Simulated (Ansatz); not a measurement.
**Tl2Se (model cell, started as cuprite): the cell at rest**

Wanted: the relaxed cell of Tl2Se (model cell, started as cuprite).

Method: DFT PBEsol, scalar-relativistic, plane waves, PAW, in Ansatz 0.2.0.

Report form: the programs' logs are mostly left out.

The structure was built from a prototype and need not be the compound's stable phase.

### 1. The structure

It takes space group Pn-3m (No. 224, cubic). Conventional cell: a = 7.072 Å, b = 7.072 Å, c = 7.072 Å, α = 90.00°, β = 90.00°, γ = 90.00°. Nearest to Se lie 4 Tl at 3.06 Å. Tl has 2 Se at 3.06 Å nearest. Farther neighbours and most contacts between anions are not listed.

Structure file:

```cif
data_structure
_symmetry_space_group_name_H-M 'P 1'
_symmetry_Int_Tables_number 1
_cell_length_a 7.0723
_cell_length_b 7.0723
_cell_length_c 7.0723
_cell_angle_alpha 90.000
_cell_angle_beta 90.000
_cell_angle_gamma 90.000
_cell_volume 353.74
loop_
_atom_site_label
_atom_site_type_symbol
_atom_site_fract_x
_atom_site_fract_y
_atom_site_fract_z
_atom_site_occupancy
Se1 Se 0.00000 0.00000 0.00000 1
Se2 Se 0.50000 0.50000 0.50000 1
Tl3 Tl 0.25000 0.25000 0.25000 1
Tl4 Tl 0.75000 0.75000 0.25000 1
Tl5 Tl 0.75000 0.25000 0.75000 1
Tl6 Tl 0.25000 0.75000 0.75000 1
```

### 2. Probe on a coarse mesh

First a cheap look: the gap decides the mesh and the occupations, the pressure tells how far the cell has to move.

Contents of input.yaml:

```yaml
crystal:
  lattice:
    - [7.07231, 0.0, 0.0]
    - [0.0, 7.07231, 0.0]
    - [0.0, 0.0, 7.07231]
  atoms:
    - { symbol: Se, position: [0.0, 0.0, 0.0] }
    - { symbol: Se, position: [0.5, 0.5, 0.5] }
    - { symbol: Tl, position: [0.25, 0.25, 0.25] }
    - { symbol: Tl, position: [0.75, 0.75, 0.25] }
    - { symbol: Tl, position: [0.75, 0.25, 0.75] }
    - { symbol: Tl, position: [0.25, 0.75, 0.75] }
kpoints:
  mp_grid: { grid: [4, 4, 4] }
hamiltonian:
  xc: pbesol
scf:
  occupations: { method: gaussian, width: 0.1 }
output:
  forces: true
  stress: true
  eigenvalues: true
```

Run with:

```console
$ ansatz run input.yaml --threads 8 --pin off --max-ram 14336MiB --backend cpu --events-out ev --progress --plain --runs-dir out
```

It took 1.3 s on 8 threads of Arm Neoverse V2, shared host; peak memory 1 GiB; 8.3 s of CPU time.

This step gave:

```
pressure           : -0.8068 GPa
volume per atom    : 58.96 Å³
gap on the k-mesh  : 0.2026 eV
direct gap on mesh : 0.2587 eV
```

The coarse mesh shows a gap of 0.20 eV and a pressure of -0.8 GPa.

### 3. Bringing the structure to rest, smearing width 0.01 eV

The cell and atoms are relaxed, since residual forces and stress would shift the frequencies.

input.yaml, the sections that differ from step 2:

```yaml
kpoints:
  mp_grid: { grid: [6, 6, 6] }
scf:
  occupations: { method: gaussian, width: 0.01 }
output:
  forces: true
  stress: true
  eigenvalues: true
  write_density: true
  write_potential: true
  elf: true
  volumetric_format: npy
relax:
  adjacent_minimum: "off"
  f_tol: 0.005
  max_steps: 80
  cell: { stress_tol: 0.05 }
# crystal, hamiltonian: as in step 2
```

Run time: 14 s. Hardware: 8 threads; peak memory 1.2 GiB; 1.7 min of CPU time.

Relaxation path:

```
step  energy less that of the first step (eV)  largest force component (eV/Å)  pressure (GPa)  volume (Å³)
   1                                   0.0000                          0.0000           -0.81       353.74
   2                                  -0.0552                          0.0000           -0.47       340.33
   3                                  -0.0799                          0.0000            0.05       323.17
   4                                  -0.0801                          0.0000            0.00       324.86
  5*                                  -0.0775                          0.0000            0.00       324.86
```

Relaxation steps marked * repeat the geometry before them on a plane-wave basis chosen anew for their cell, so energy and pressure can jump there.

Forces are held to the 48 operations that the run works with; a distortion that breaks them can't arise in this run.

```
conventional cell, symmetrised  before  after  change
                         a (Å)   7.072  6.874  -2.8 %
                         b (Å)   7.072  6.874  -2.8 %
                         c (Å)   7.072  6.874  -2.8 %
              volume (Å³/atom)   58.96  54.14  -8.2 %
```

The relaxed structure:

```
Se Tl
1.0
     6.87435    0.00000    0.00000
     0.00000    6.87435    0.00000
     0.00000    0.00000    6.87435
Se Tl
2 4
Cartesian
  0.0000 0.0000 0.0000
  3.4372 3.4372 3.4372
  1.7186 1.7186 1.7186
  5.1558 5.1558 1.7186
  5.1558 1.7186 5.1558
  1.7186 5.1558 5.1558
```

Numbers from this step:

| Item | Value |
| --- | --- |
| pressure | -9.19e-4 GPa |
| volume per atom | 54.14 Å³ |
| gap on the k-mesh | 0.01195 eV |
| direct gap on mesh | 0.06343 eV |

ELF in the ac plane at fractional y = 0.250, with atoms of Tl within 0.2 Å of it. It is the smooth field of the valence electrons, not physical close to the nuclei.

Ten even steps from '_' (0.01) to '@' (0.42), each cell a mean:
```
%%%%++--::....______..==**####++==--++
++##**--..________..==##%%@@@@%%##==--
--====--..________::**%%@@%%##%%@@##==
::::::..________..--##@@@@::__::%%%%**
--..__________....--**@@%%......%%@@##
--__________::--::::==##@@++--++@@@@##
::________..--++++==--++%%@@@@@@@@%%**
________....--**####==--++##%%%%%%**--
____..------::==##@@##==----++++==::__
__--++####**==--==##%%**==::::....____
::**%%@@@@@@%%++====**##++::..________
==%%@@@@####@@%%++----====::________..
++%%@@**....**@@##==::::..__________..
==%%@@++____==@@%%++::__________....::
--**@@%%----%%@@%%++..________..::--::
--==##@@@@@@@@%%##==__________::==++==
++====**%%%%%%##++..________..::==##%%
%%**----==++++--..______::----::--++%%
```
Columns run along a (6.9 Å), rows up along c (6.9 Å). Atoms in or near the plane, at fractional coordinates: Tl at (0.25, 0.25), Tl at (0.75, 0.75).

Electrostatic potential energy in the ac plane at fractional y = 0.250, with atoms of Tl within 0.2 Å of it. With pseudopotentials it is smooth inside the atoms' cores, unlike the true potential.

Values in eV, 10 rows by 16 columns, each cell a mean:
```
  7   7   7   7   7   6   6   6   6   4   2  -1  -1   2   5   6
  6   7   7   7   7   7   7   6   5   0 -16 -34 -36 -26  -5   4
  6   7   7   7   7   7   7   6   5  -2 -31 -42 -40 -40 -13   2
  6   6   7   7   7   7   7   7   6   3  -8 -24 -27 -17  -2   4
  6   6   6   6   6   7   7   7   7   6   5   4   3   4   5   6
  6   5   3   0  -1   2   5   6   7   7   7   7   7   6   6   6
  5   0 -17 -35 -37 -27  -4   4   6   7   7   7   7   7   7   6
  5  -3 -30 -42 -41 -41 -13   2   6   7   7   7   7   7   7   7
  6   3  -8 -23 -27 -16  -1   4   6   6   7   7   7   7   7   7
  7   6   5   3   3   3   5   5   6   6   6   6   6   7   7   7
```
Columns run along a (6.9 Å; values clipped at the 3rd and 97th percentile), rows up along c (6.9 Å). Atoms in or near the plane, at fractional coordinates: Tl at (0.25, 0.25), Tl at (0.75, 0.75).

Valence density in the ac plane at fractional y = 0.250, with atoms of Tl within 0.2 Å of it. It is the smooth field of the valence electrons, not physical close to the nuclei.

Ten steps, logarithmic in the rise over the least value, from '_' (0.0 e/Å³) to '@' (7.6 e/Å³), each cell a mean:
```
....____________________....::::......
..____________________..::======--::..
____________________..::++**##**++--..
____________________..==**%%@@%%**==::
____________________::==##@@@@@@##==::
____________________..--**##%%##**--..
__________________....::==++**++==::..
__________________......::----::::..__
______________..................______
______..::::............______________
__..::--====--::....__________________
__::==**####**==::..__________________
..::++##@@@@##++--..__________________
..--++%%@@@@%%++--..__________________
..::==##%%%%##==::..__________________
....--==++**==--..____________________
......::----::..____________________..
............______________________....
```
Columns run along a (6.9 Å), rows up along c (6.9 Å). Atoms in or near the plane, at fractional coordinates: Tl at (0.25, 0.25), Tl at (0.75, 0.75).

In this step the volume went from 58.96 to 54.14 Å³/atom.

### 4. Bringing the structure to rest, smearing width 0.1 eV

The relaxation is repeated from its end, on the mesh and smearing that suit the cell and gap now reached.

Changes to input.yaml since step 3:

```diff
@@ -2,5 +2,5 @@
   lattice:
-    - [7.07231, 0.0, 0.0]
-    - [0.0, 7.07231, 0.0]
-    - [0.0, 0.0, 7.07231]
+    - [6.8743487558, 0.0, 0.0]
+    - [0.0, 6.8743487558, 0.0]
+    - [0.0, 0.0, 6.8743487558]
   atoms:
@@ -17,3 +17,3 @@
 scf:
-  occupations: { method: gaussian, width: 0.01 }
+  occupations: { method: gaussian, width: 0.1 }
 output:
```

Elapsed: 5.3 s, on 8 threads; peak memory 1.1 GiB; 39 s of CPU time.

Little changed from the start: no atom moved by 0.005 Å and no cell edge by 0.1 %.

This step gave:

```yaml
pressure: -0.01887 GPa
gap_on_the_k_mesh: 0 eV
```

Valence density in the ac plane at fractional y = 0.250, with atoms of Tl within 0.2 Å of it. It is the smooth field of the valence electrons, not physical close to the nuclei.

Ten steps, logarithmic in the rise over the least value, from '_' (0.0 e/Å³) to '@' (7.8 e/Å³), each cell a mean:
```
....____________________....::........
..____________________..::--====--::..
____________________..::==**##**==--..
____________________..--**%%@@%%**==..
____________________..==**@@@@@@##==::
____________________..--**%%@@%%**--..
____________________..::==******==::..
__________________......::--==--::..__
________________..................____
________................______________
____..::----::........________________
__..::==++++==--....__________________
__::==**%%%%**==::..__________________
..::++%%@@@@%%++--..__________________
..::++%%@@@@%%++--..__________________
..::==**%%%%**==::____________________
....--==++++==::..____________________
......::::::::..____________________..
............______________________....
```
Columns run along a (6.9 Å), rows up along c (6.9 Å). Atoms in or near the plane, at fractional coordinates: Tl at (0.25, 0.25), Tl at (0.75, 0.75).

Electrostatic potential energy in the ac plane at fractional y = 0.250, with atoms of Tl within 0.2 Å of it. With pseudopotentials it is smooth inside the atoms' cores, unlike the true potential.

Ten even steps from '0' (-42 eV) to '9' (7 eV), each cell a mean:
```
9999999999999999999
9999999999998767899
9999999999986212689
9999999999972000279
9999999999971000169
9999999999973000279
9999999999986312689
9999999999998777899
9999999999999999999
9999999999999999999
9998888999999999999
9986446899999999999
9862002689999999999
9840000489999999999
9840000489999999999
9962002689999999999
9986446899999999999
9999888999999999999
9999999999999999999
```
Columns run along a (6.9 Å; values clipped at the 3rd and 97th percentile), rows up along c (6.9 Å). Atoms in or near the plane, at fractional coordinates: Tl at (0.25, 0.25), Tl at (0.75, 0.75).

ELF in the ac plane at fractional y = 0.250, with atoms of Tl within 0.2 Å of it. It is the smooth field of the valence electrons, not physical close to the nuclei.

Values, 10 rows by 16 columns, each cell a mean:
```
0.31 0.31 0.20 0.10 0.07 0.05 0.02 0.02 0.08 0.23 0.32 0.35 0.33 0.26 0.19 0.21
0.14 0.17 0.15 0.07 0.03 0.01 0.02 0.06 0.23 0.36 0.41 0.29 0.24 0.36 0.35 0.21
0.13 0.05 0.03 0.02 0.02 0.04 0.07 0.09 0.21 0.36 0.37 0.07 0.05 0.23 0.41 0.31
0.10 0.02 0.01 0.02 0.06 0.14 0.22 0.20 0.16 0.24 0.36 0.36 0.35 0.40 0.37 0.28
0.02 0.03 0.08 0.11 0.11 0.14 0.24 0.35 0.32 0.20 0.18 0.23 0.28 0.28 0.21 0.08
0.08 0.23 0.32 0.34 0.33 0.26 0.19 0.21 0.31 0.31 0.20 0.10 0.07 0.05 0.02 0.01
0.23 0.36 0.40 0.29 0.25 0.37 0.35 0.21 0.14 0.17 0.15 0.07 0.02 0.01 0.02 0.06
0.22 0.36 0.36 0.08 0.04 0.23 0.41 0.31 0.14 0.06 0.04 0.02 0.02 0.04 0.07 0.09
0.16 0.24 0.36 0.37 0.35 0.40 0.37 0.28 0.10 0.02 0.01 0.02 0.06 0.14 0.22 0.20
0.31 0.20 0.18 0.24 0.28 0.28 0.21 0.09 0.02 0.03 0.07 0.10 0.11 0.14 0.24 0.35
```
Columns run along a (6.9 Å), rows up along c (6.9 Å). Atoms in or near the plane, at fractional coordinates: Tl at (0.25, 0.25), Tl at (0.75, 0.75).

In this step the volume went from 54.14 to 54.14 Å³/atom.

### 5. Tight relaxation

Phonons need a cell at rest on their own settings, so the relaxation is repeated with tight tolerances on forces and stress on the k mesh and occupations of the first response run.

input.yaml, the sections that differ from step 4:

```yaml
scf:
  occupations: { method: methfessel_paxton, width: 0.2 }
output:
  forces: true
  stress: true
  eigenvalues: true
relax:
  adjacent_minimum: "off"
  f_tol: 0.001
  max_steps: 60
  cell: { stress_tol: 0.01 }
# crystal, kpoints, hamiltonian: as in step 4
```

The job ended after 6.9 s (8 threads; peak memory 1.1 GiB).

Little changed from the start: no atom moved by 0.005 Å and no cell edge by 0.1 %.

This step gave:

```
pressure        : -0.008409 GPa
volume per atom : 54.10 Å³
```

The forces vanish by symmetry and the pressure is -0.008 GPa, within the tolerances set. The cell now holds 54.10 Å³/atom.

### 6. Summary of results

* space group after relaxation (within 0.01 Å): Pn-3m
* lattice constant a: 6.873 Å
* lattice constant b: 6.873 Å
* lattice constant c: 6.873 Å
* volume per atom: 54.1 Å³

In words: The forces vanish by symmetry and the pressure is -0.008 GPa, within the tolerances set. The cell now holds 54.10 Å³/atom. The relaxation keeps the symmetry of its start, so it says nothing on stability against lower symmetry. Spin-orbit coupling is left out, which can matter for the heavy elements here. The starting cell was built on a prototype and not taken from a measurement, so the phase need not exist.

[Logs are printed without paths, hosts, clocks, repeated set-up lines and the standing remarks that a program may print on its own settings, such as how far it seeks lower states.]

[Hosts, paths, dates, database ids (printed as entryN), source tags and the programs' standing remarks are cut or masked in the printed files.]
